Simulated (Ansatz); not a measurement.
# Squeezing and shearing H6C6S5 (P2_1/c) (204 atoms), part 2 of 3

How stiff is H6C6S5 (P2_1/c) (204 atoms), and how do its levels respond to strain?

Ansatz 0.2.0; Kohn-Sham DFT, PBE+D4, PAW (set soft_2), plane waves.

The cell: 72 H, 72 C and 60 S. Sampling is at Γ alone.

So far. Step 2 (Single point at the start): The r.m.s. force at the start is 1.2 eV/Å. Step 3 (Cell and atoms relaxed): The relaxation converged after 6 steps, with a largest force component of 0.012 eV/Å.

## 5. Volume -3 %

The relaxed cell is scaled evenly and the atoms are relaxed again; the stress at the end gives one point of P(V).

The input, input.yaml:

```yaml
crystal:
  lattice:
    - [13.39028, -0.00203, -0.09909]
    - [-0.00159, 10.72216, -0.0004]
    - [-0.1729, -0.00064, 18.03693]
  atoms:
    [... the 204 atom lines of step 4 ...]
kpoints:
  mp_grid: { grid: [1, 1, 1] }
hamiltonian:
  xc: pbe
  dispersion: d4
scf:
  occupations: { method: fixed }
output:
  forces: true
  eigenvalues: true
  stress: true
relax:
  f_tol: 0.05
  max_steps: 70
```

Run with:

```sh
$ ansatz run input.yaml --threads 4 --pin off --max-ram 8192MiB --backend cpu --events-out ev --progress --plain --runs-dir out
```

Numbers of over 12 decimals in the logs are rounded to 6 here.

Output:

```text
Warning: output.stress: scf.convergence.dr2_threshold = 1e-7 eV (the SCF's general default) is looser than the 1.08e-8 eV advised for a printed stress (1e-10 eV for each atom of the cell: 204, of which 108 are counted). What an SCF threshold leaves in a stress goes as its square root, and in the free energy as the threshold itself, and one threshold admits the most on a small cell: [...]
[...]
Crystal: 204 atoms, lattice volume = 2589.427 Å³
Basis set: ecut = 420 eV, 50587 PW (Γ), exchange–correlation on 180×144×250 points (8 copies of the dense FFT grid, shifted against one another)
Bands: 564, of which v1, the nominal top of the filled ones, is band 360 counted from 1 (359 counted from 0)
Symmetry: 1 space group operations
[...]
k-points: 1
[...]
SCF iter   1: F=—  HF=-73343.941502 eV  |F-HF|=—  |Δ(HF+E_count)|=         —  Δρ=5.71e-3  dr2=1.54e0  ethr=1.77e-3  ⟨swp⟩=4.0  Hψ=2040  notcnv=0  defer=197
[...]
SCF iter   7: F=-73343.577364 eV  HF=-73343.577368 eV  |F-HF|=4.85e-6  |Δ(HF+E_count)|=   3.58e-5  Δρ=2.13e-5  dr2=1.86e-5  ethr=8.68e-9  ⟨swp⟩=18.0  Hψ=4407  notcnv=0
SCF 1 converged in 7 iterations: F = -73343.577364 eV  dr2 = 1.86e-5
[...]
relax step   1: F+E_penalty+E_count = -73343.57736355 eV  Δ(F+E_penalty+E_count) = +0.000e0 eV  max|allowed force component| = 5.336e-1 eV/Å  Δτ_max = 0.0000 Å  (7 SCF iters, dr2 threshold 6.25e-5 eV, accepted)
[...]
relax step   2: F+E_penalty+E_count = -73344.14504019 eV  Δ(F+E_penalty+E_count) = -5.677e-1 eV  max|allowed force component| = 2.727e-1 eV/Å  Δτ_max = 0.0466 Å  (7 SCF iters, dr2 threshold 1.78e-5 eV, accepted)
[...]
relax step   3: F+E_penalty+E_count = -73344.25998737 eV  Δ(F+E_penalty+E_count) = -1.149e-1 eV  max|allowed force component| = 9.398e-2 eV/Å  Δτ_max = 0.0263 Å  (7 SCF iters, dr2 threshold 4.65e-6 eV, accepted)
[...]
relax step   4: F+E_penalty+E_count = -73344.27227424 eV  Δ(F+E_penalty+E_count) = -1.229e-2 eV  max|allowed force component| = 1.488e-2 eV/Å  Δτ_max = 0.0192 Å  (8 SCF iters, accepted)
SCF converged after 8 iterations
Free energy (F): -73344.272274 eV
[...]
Internal energy: -73344.272274 eV  (E = F + TS)
E sigma→0 (E₀):  -73344.272274 eV
Fermi energy:    3.108366 eV
[...]
--- Forces (eV/Å), atoms counted from 1 ---
  atom   1  H     -0.00138457    -0.00019777     0.00263461
  atom   2  H      0.00153189    -0.00031116    -0.00239736
  atom   3  H      0.00132374     0.00034381    -0.00227339
  atom   4  H     -0.00144888     0.00065985     0.00196093
  atom   5  H      0.00206145     0.00249480    -0.00007360
  atom   6  H     -0.00239593     0.00225764    -0.00012346
  atom   7  H     -0.00228439    -0.00214422    -0.00004198
  atom   8  H      0.00247793    -0.00194751    -0.00003574
  atom   9  H     -0.00184504    -0.00420724     0.00327499
  atom  10  H      0.00151061    -0.00504618    -0.00294398
  atom  11  H      0.00218431     0.00402476    -0.00319024
  atom  12  H     -0.00174432     0.00444767     0.00292105
  atom  13  H      0.00141060    -0.00127652     0.00134166
  atom  14  H     -0.00116780    -0.00175137    -0.00124202
[...]
atom 203  S      0.00238462    -0.00304569     0.00011634
  atom 204  S     -0.00181449    -0.00286071    -0.00041932
  max |Σ_I F_I| component: 8.56e-5 eV/Å
--- Stress (GPa, compression-positive) ---
        0.343630       0.002175      -0.064698
        0.002175       0.376972       0.000185
       -0.064697       0.000185       0.398870
  P = ⅓ Tr σ = 0.3732 GPa (3.732 kbar)
--- Band table (eV) ---
[...]
--- Relaxed structure (4 steps of the walk, 4 accepted, 0 SCFs on fresh bases) ---
  F+E_penalty+E_count = -73344.27227424 eV   max|allowed force component| = 1.488e-2 eV/Å
  atoms:
    - { symbol: H, position: [0.202179, 0.714448, 0.736632] }
    - { symbol: H, position: [0.130974, 0.214763, 0.763185] }
    - { symbol: H, position: [0.131109, 0.285092, 0.263190] }
    - { symbol: H, position: [0.202173, 0.784828, 0.236973] }
[...]
- { symbol: S, position: [0.686083, 0.944079, 0.100222] }
```

Elapsed: 4 min, on 4 threads of Arm Neoverse V2, shared host; peak memory 3.7 GiB; 16 min of CPU time.

The program notes that the SCF threshold is loose for the stress.

The relaxation converged after 4 steps, 0.695 eV below its start, with a largest force component of 0.015 eV/Å.

Volume -3 %: the energy stands 0.0847 eV above that of the reference, at a pressure of 0.373 GPa.

## 6. Volume +3 %

The relaxed cell is scaled to another volume.

input.yaml, the sections that differ from step 5:

```yaml
crystal:
  lattice:
    - [13.66086, -0.00207, -0.10109]
    - [-0.00163, 10.93883, -0.0004]
    - [-0.17639, -0.00066, 18.40141]
  atoms:
    [... the 204 atom lines of step 4 ...]
# kpoints, hamiltonian, scf, output, relax: as in step 5
```

Output:

```text
[...]
Crystal: 204 atoms, lattice volume = 2749.598 Å³
Basis set: ecut = 420 eV, 53773 PW (Γ), exchange–correlation on 192×150×250 points (8 copies of the dense FFT grid, shifted against one another)
Bands: 564, of which v1, the nominal top of the filled ones, is band 360 counted from 1 (359 counted from 0)
Symmetry: 1 space group operations
[...]
k-points: 1
[...]
SCF iter   1: F=—  HF=-73343.916307 eV  |F-HF|=—  |Δ(HF+E_count)|=         —  Δρ=5.27e-3  dr2=1.28e0  ethr=1.77e-3  ⟨swp⟩=5.0  Hψ=2042  notcnv=0  defer=195
[...]
SCF iter   6: F=—  HF=-73343.645942 eV  |F-HF|=—  |Δ(HF+E_count)|=   2.45e-4  Δρ=4.82e-5  dr2=9.43e-5  ethr=8.56e-8  ⟨swp⟩=2.0  Hψ=698  notcnv=0  defer=201
SCF iter   7: F=-73343.645980 eV  HF=-73343.645985 eV  |F-HF|=5.19e-6  |Δ(HF+E_count)|=   4.29e-5  Δρ=2.26e-5  dr2=2.25e-5  ethr=8.68e-9  ⟨swp⟩=17.0  Hψ=4343  notcnv=0
SCF 1 converged in 7 iterations: F = -73343.645980 eV  dr2 = 2.25e-5
[...]
relax step   1: F+E_penalty+E_count = -73343.64597960 eV  Δ(F+E_penalty+E_count) = +0.000e0 eV  max|allowed force component| = 4.823e-1 eV/Å  Δτ_max = 0.0000 Å  (7 SCF iters, dr2 threshold 6.25e-5 eV, accepted)
[...]
relax step   2: F+E_penalty+E_count = -73344.16451113 eV  Δ(F+E_penalty+E_count) = -5.185e-1 eV  max|allowed force component| = 2.650e-1 eV/Å  Δτ_max = 0.0389 Å  (7 SCF iters, dr2 threshold 1.45e-5 eV, accepted)
[...]
relax step   3: F+E_penalty+E_count = -73344.27680689 eV  Δ(F+E_penalty+E_count) = -1.123e-1 eV  max|allowed force component| = 6.232e-2 eV/Å  Δτ_max = 0.0300 Å  (7 SCF iters, dr2 threshold 4.39e-6 eV, accepted)
[...]
relax step   4: F+E_penalty+E_count = -73344.28278204 eV  Δ(F+E_penalty+E_count) = -5.975e-3 eV  max|allowed force component| = 1.089e-2 eV/Å  Δτ_max = 0.0134 Å  (8 SCF iters, accepted)
SCF converged after 8 iterations
Free energy (F): -73344.282782 eV
[...]
Internal energy: -73344.282782 eV  (E = F + TS)
E sigma→0 (E₀):  -73344.282782 eV
Fermi energy:    2.603912 eV
[...]
Σ components = -73344.282782   (vs F -73344.282782, Δ=0.00e0)
--- Forces (eV/Å), atoms counted from 1 ---
  atom   1  H      0.00128165     0.00051580    -0.00444981
  atom   2  H     -0.00096472     0.00041426     0.00417889
  atom   3  H     -0.00134255    -0.00034732     0.00439266
  atom   4  H      0.00107722    -0.00025602    -0.00460208
[...]
atom 204  S      0.00489781     0.00189112     0.00560062
  max |Σ_I F_I| component: 8.01e-5 eV/Å
--- Stress (GPa, compression-positive) ---
       -0.258668       0.001131       0.034197
        0.001131      -0.305553       0.000045
        0.034198       0.000045      -0.314409
  P = ⅓ Tr σ = -0.2929 GPa (-2.929 kbar)
--- Band table (eV) ---
[...]
--- Relaxed structure (4 steps of the walk, 4 accepted, 0 SCFs on fresh bases) ---
  F+E_penalty+E_count = -73344.28278204 eV   max|allowed force component| = 1.089e-2 eV/Å
  atoms:
    - { symbol: H, position: [0.201597, 0.713854, 0.733847] }
    - { symbol: H, position: [0.131546, 0.214183, 0.765923] }
    - { symbol: H, position: [0.131830, 0.285714, 0.265855] }
    - { symbol: H, position: [0.201425, 0.785359, 0.234388] }
[...]
- { symbol: S, position: [0.688519, 0.940096, 0.099832] }
```

The job ended after 4.2 min (4 threads; peak memory 3.9 GiB; 16 min of CPU time).

The relaxation converged after 4 steps, 0.637 eV below its start, with a largest force component of 0.011 eV/Å.

Volume +3 %: the energy stands 0.0742 eV above that of the reference, at a pressure of -0.293 GPa.

## 7. Volume -6 %

The relaxed cell is scaled to another volume.

input.yaml, the sections that differ from step 6:

```yaml
crystal:
  lattice:
    - [13.25078, -0.00201, -0.09806]
    - [-0.00158, 10.61047, -0.00039]
    - [-0.17109, -0.00064, 17.84903]
  atoms:
    [... the 204 atom lines of step 4 ...]
# kpoints, hamiltonian, scf, output, relax: as in step 6
```

Output:

```text
[...]
Crystal: 204 atoms, lattice volume = 2509.342 Å³
Basis set: ecut = 420 eV, 49057 PW (Γ), exchange–correlation on 180×144×240 points (8 copies of the dense FFT grid, shifted against one another)
Bands: 564, of which v1, the nominal top of the filled ones, is band 360 counted from 1 (359 counted from 0)
Symmetry: 1 space group operations
[...]
k-points: 1
[...]
SCF iter   1: F=—  HF=-73341.504512 eV  |F-HF|=—  |Δ(HF+E_count)|=         —  Δρ=5.98e-3  dr2=1.73e0  ethr=1.77e-3  ⟨swp⟩=4.0  Hψ=2040  notcnv=0  defer=197
[...]
SCF iter   6: F=—  HF=-73341.075777 eV  |F-HF|=—  |Δ(HF+E_count)|=   2.33e-4  Δρ=4.76e-5  dr2=8.28e-5  ethr=7.27e-8  ⟨swp⟩=2.0  Hψ=653  notcnv=0  defer=201
SCF iter   7: F=-73341.075806 eV  HF=-73341.075809 eV  |F-HF|=2.98e-6  |Δ(HF+E_count)|=   3.26e-5  Δρ=2.03e-5  dr2=1.61e-5  ethr=8.68e-9  ⟨swp⟩=18.0  Hψ=4317  notcnv=0
SCF 1 converged in 7 iterations: F = -73341.075806 eV  dr2 = 1.61e-5
[...]
relax step   1: F+E_penalty+E_count = -73341.07580639 eV  Δ(F+E_penalty+E_count) = +0.000e0 eV  max|allowed force component| = 1.115e0 eV/Å  Δτ_max = 0.0000 Å  (7 SCF iters, dr2 threshold 6.25e-5 eV, accepted)
[...]
relax step   2: F+E_penalty+E_count = -73343.43911155 eV  Δ(F+E_penalty+E_count) = -2.363e0 eV  max|allowed force component| = 5.651e-1 eV/Å  Δτ_max = 0.0797 Å  (7 SCF iters, dr2 threshold 7.77e-5 eV, accepted)
[...]
relax step   3: F+E_penalty+E_count = -73343.88200767 eV  Δ(F+E_penalty+E_count) = -4.429e-1 eV  max|allowed force component| = 2.432e-1 eV/Å  Δτ_max = 0.0602 Å  (7 SCF iters, dr2 threshold 2.00e-5 eV, accepted)
relax step   4: F+E_penalty+E_count = -73343.96878828 eV  Δ(F+E_penalty+E_count) = -8.678e-2 eV  max|allowed force component| = 3.035e-2 eV/Å  Δτ_max = 0.0391 Å  (6 SCF iters, dr2 threshold 1.10e-5 eV, accepted)
[...]
relax step   5: F+E_penalty+E_count = -73343.96878905 eV  Δ(F+E_penalty+E_count) = -7.728e-7 eV  max|allowed force component| = 3.018e-2 eV/Å  Δτ_max = 0.0000 Å  (4 SCF iters, accepted)
SCF converged after 4 iterations
Free energy (F): -73343.968789 eV
[...]
Internal energy: -73343.968789 eV  (E = F + TS)
E sigma→0 (E₀):  -73343.968789 eV
Fermi energy:    3.386986 eV
[...]
Σ components = -73343.968789   (vs F -73343.968789, Δ=0.00e0)
--- Forces (eV/Å), atoms counted from 1 ---
  atom   1  H     -0.00311622     0.00084172     0.00576905
  atom   2  H      0.00385453     0.00082792    -0.00563378
  atom   3  H      0.00246971    -0.00031810    -0.00591695
  atom   4  H     -0.00345314    -0.00024339     0.00534954
[...]
atom 204  S      0.00115442    -0.00639759     0.00699350
  max |Σ_I F_I| component: 1.05e-4 eV/Å
--- Stress (GPa, compression-positive) ---
        0.803434       0.001851      -0.166181
        0.001851       0.897369       0.000241
       -0.166179       0.000241       0.949251
  P = ⅓ Tr σ = 0.8834 GPa (8.834 kbar)
--- Band table (eV) ---
[...]
--- Relaxed structure (5 steps of the walk, 5 accepted, 0 SCFs on fresh bases) ---
  F+E_penalty+E_count = -73343.96878905 eV   max|allowed force component| = 3.018e-2 eV/Å
  atoms:
    - { symbol: H, position: [0.202723, 0.714873, 0.737756] }
    - { symbol: H, position: [0.130543, 0.215140, 0.761915] }
    - { symbol: H, position: [0.130637, 0.284700, 0.262135] }
    - { symbol: H, position: [0.202516, 0.784514, 0.238167] }
[...]
- { symbol: S, position: [0.684447, 0.946037, 0.100217] }
```

Elapsed: 4.4 min, on 4 threads; peak memory 3.6 GiB; 17 min of CPU time.

The relaxation converged after 5 steps, 2.89 eV below its start, with a largest force component of 0.030 eV/Å.

Volume -6 %: the energy stands 0.388 eV above that of the reference, at a pressure of 0.883 GPa.

## 8. Volume +6 %

The relaxed cell is scaled to another volume.

Input and log are left out; they have the form of those shown for this kind of step.

It took 4.2 min on 4 threads of Arm Neoverse V2, shared host; peak memory 3.9 GiB.

The relaxation converged after 4 steps, 2.44 eV below its start, with a largest force component of 0.016 eV/Å.

Volume +6 %: the energy stands 0.277 eV above that of the reference, at a pressure of -0.502 GPa.

## 9. Volume -10 %

The relaxed cell is scaled to another volume.

Input and log are left out; they have the form of those shown for this kind of step.

It took 4.7 min on 4 threads of Arm Neoverse V2, shared host; peak memory 3.4 GiB.

The relaxation converged after 5 steps, 8.54 eV below its start, with a largest force component of 0.016 eV/Å.

Volume -10 %: the energy stands 1.26 eV above that of the reference, at a pressure of 1.80 GPa.

## 10. Stretched by 1 % along x

The relaxed cell is strained along x alone, which gives the stiffness along x and its coupling to y and z.

input.yaml, the sections that differ from step 7:

```yaml
crystal:
  lattice:
    - [13.66219, -0.00205, -0.1001]
    - [-0.00163, 10.83158, -0.0004]
    - [-0.17641, -0.00065, 18.22099]
  atoms:
    [... the 204 atom lines of step 4 ...]
# kpoints, hamiltonian, scf, output, relax: as in step 7
```

Output:

```text
[...]
Crystal: 204 atoms, lattice volume = 2696.207 Å³
Basis set: ecut = 420 eV, 52693 PW (Γ), exchange–correlation on 192×150×250 points (8 copies of the dense FFT grid, shifted against one another)
Bands: 564, of which v1, the nominal top of the filled ones, is band 360 counted from 1 (359 counted from 0)
Symmetry: 1 space group operations
[...]
k-points: 1
[...]
SCF iter   1: F=—  HF=-73344.549867 eV  |F-HF|=—  |Δ(HF+E_count)|=         —  Δρ=5.42e-3  dr2=1.37e0  ethr=1.77e-3  ⟨swp⟩=4.0  Hψ=2042  notcnv=0  defer=195
[...]
SCF iter   7: F=-73344.251549 eV  HF=-73344.251556 eV  |F-HF|=6.73e-6  |Δ(HF+E_count)|=   3.87e-5  Δρ=2.17e-5  dr2=2.07e-5  ethr=8.68e-9  ⟨swp⟩=18.0  Hψ=4368  notcnv=0
SCF 1 converged in 7 iterations: F = -73344.251549 eV  dr2 = 2.07e-5
[...]
relax step   1: F+E_penalty+E_count = -73344.25154948 eV  Δ(F+E_penalty+E_count) = +0.000e0 eV  max|allowed force component| = 3.165e-1 eV/Å  Δτ_max = 0.0000 Å  (7 SCF iters, dr2 threshold 6.25e-5 eV, accepted)
[...]
relax step   2: F+E_penalty+E_count = -73344.33245940 eV  Δ(F+E_penalty+E_count) = -8.091e-2 eV  max|allowed force component| = 9.978e-2 eV/Å  Δτ_max = 0.0316 Å  (6 SCF iters, dr2 threshold 6.26e-6 eV, accepted)
[...]
relax step   3: F+E_penalty+E_count = -73344.34672114 eV  Δ(F+E_penalty+E_count) = -1.426e-2 eV  max|allowed force component| = 1.837e-2 eV/Å  Δτ_max = 0.0178 Å  (8 SCF iters, accepted)
SCF converged after 8 iterations
Free energy (F): -73344.346721 eV
[...]
Internal energy: -73344.346721 eV  (E = F + TS)
E sigma→0 (E₀):  -73344.346721 eV
Fermi energy:    2.757658 eV
[...]
--- Forces (eV/Å), atoms counted from 1 ---
  atom   1  H      0.00649068    -0.00064649    -0.00154934
  atom   2  H     -0.00652528    -0.00118851     0.00279828
  atom   3  H     -0.00650117     0.00107284     0.00221201
  atom   4  H      0.00647248     0.00157056    -0.00327379
  atom   5  H      0.00029094    -0.00208315     0.00658113
  atom   6  H      0.00032556    -0.00247790    -0.00758113
  atom   7  H     -0.00091464     0.00184562    -0.00739325
  atom   8  H      0.00041129     0.00245116     0.00679032
  atom   9  H     -0.00492145     0.00355078    -0.00304181
  atom  10  H      0.00485274     0.00328098     0.00370035
  atom  11  H      0.00482622    -0.00313338     0.00309026
  atom  12  H     -0.00430337    -0.00323694    -0.00301817
  atom  13  H      0.00220016     0.00167505    -0.00194643
  atom  14  H     -0.00231398     0.00111507     0.00208435
[...]
atom 203  S     -0.00402404    -0.00362813     0.00166723
  atom 204  S      0.00462497    -0.00468744    -0.00113801
  max |Σ_I F_I| component: 7.57e-5 eV/Å
--- Stress (GPa, compression-positive) ---
       -0.132702       0.001946       0.006675
        0.001946      -0.090565       0.000356
        0.006676       0.000356      -0.075055
  P = ⅓ Tr σ = -0.0994 GPa (-0.994 kbar)
--- Band table (eV) ---
[...]
--- Relaxed structure (3 steps of the walk, 3 accepted, 0 SCFs on fresh bases) ---
  F+E_penalty+E_count = -73344.34672114 eV   max|allowed force component| = 1.837e-2 eV/Å
  atoms:
    - { symbol: H, position: [0.201153, 0.713243, 0.735086] }
    - { symbol: H, position: [0.131990, 0.213671, 0.764648] }
    - { symbol: H, position: [0.132338, 0.286178, 0.264486] }
    - { symbol: H, position: [0.200947, 0.785705, 0.235810] }
[...]
- { symbol: S, position: [0.687949, 0.941895, 0.100058] }
```

It took 3 min on 4 threads; peak memory 3.8 GiB; 12 min of CPU time.

The relaxation converged after 3 steps, 0.0952 eV below its start, with a largest force component of 0.018 eV/Å.

Stretched by 1 % along x: the energy stands 0.0102 eV above that of the reference, at a pressure of -0.0994 GPa.

(Continued in part 3 of 3.)

[Logs are printed without paths, hosts, clocks, repeated set-up lines and the standing remarks that a program may print on its own settings, such as how far it seeks lower states.]

[Hosts, paths, dates, database ids (printed as entryN), source tags and the programs' standing remarks are cut or masked in the printed files.]
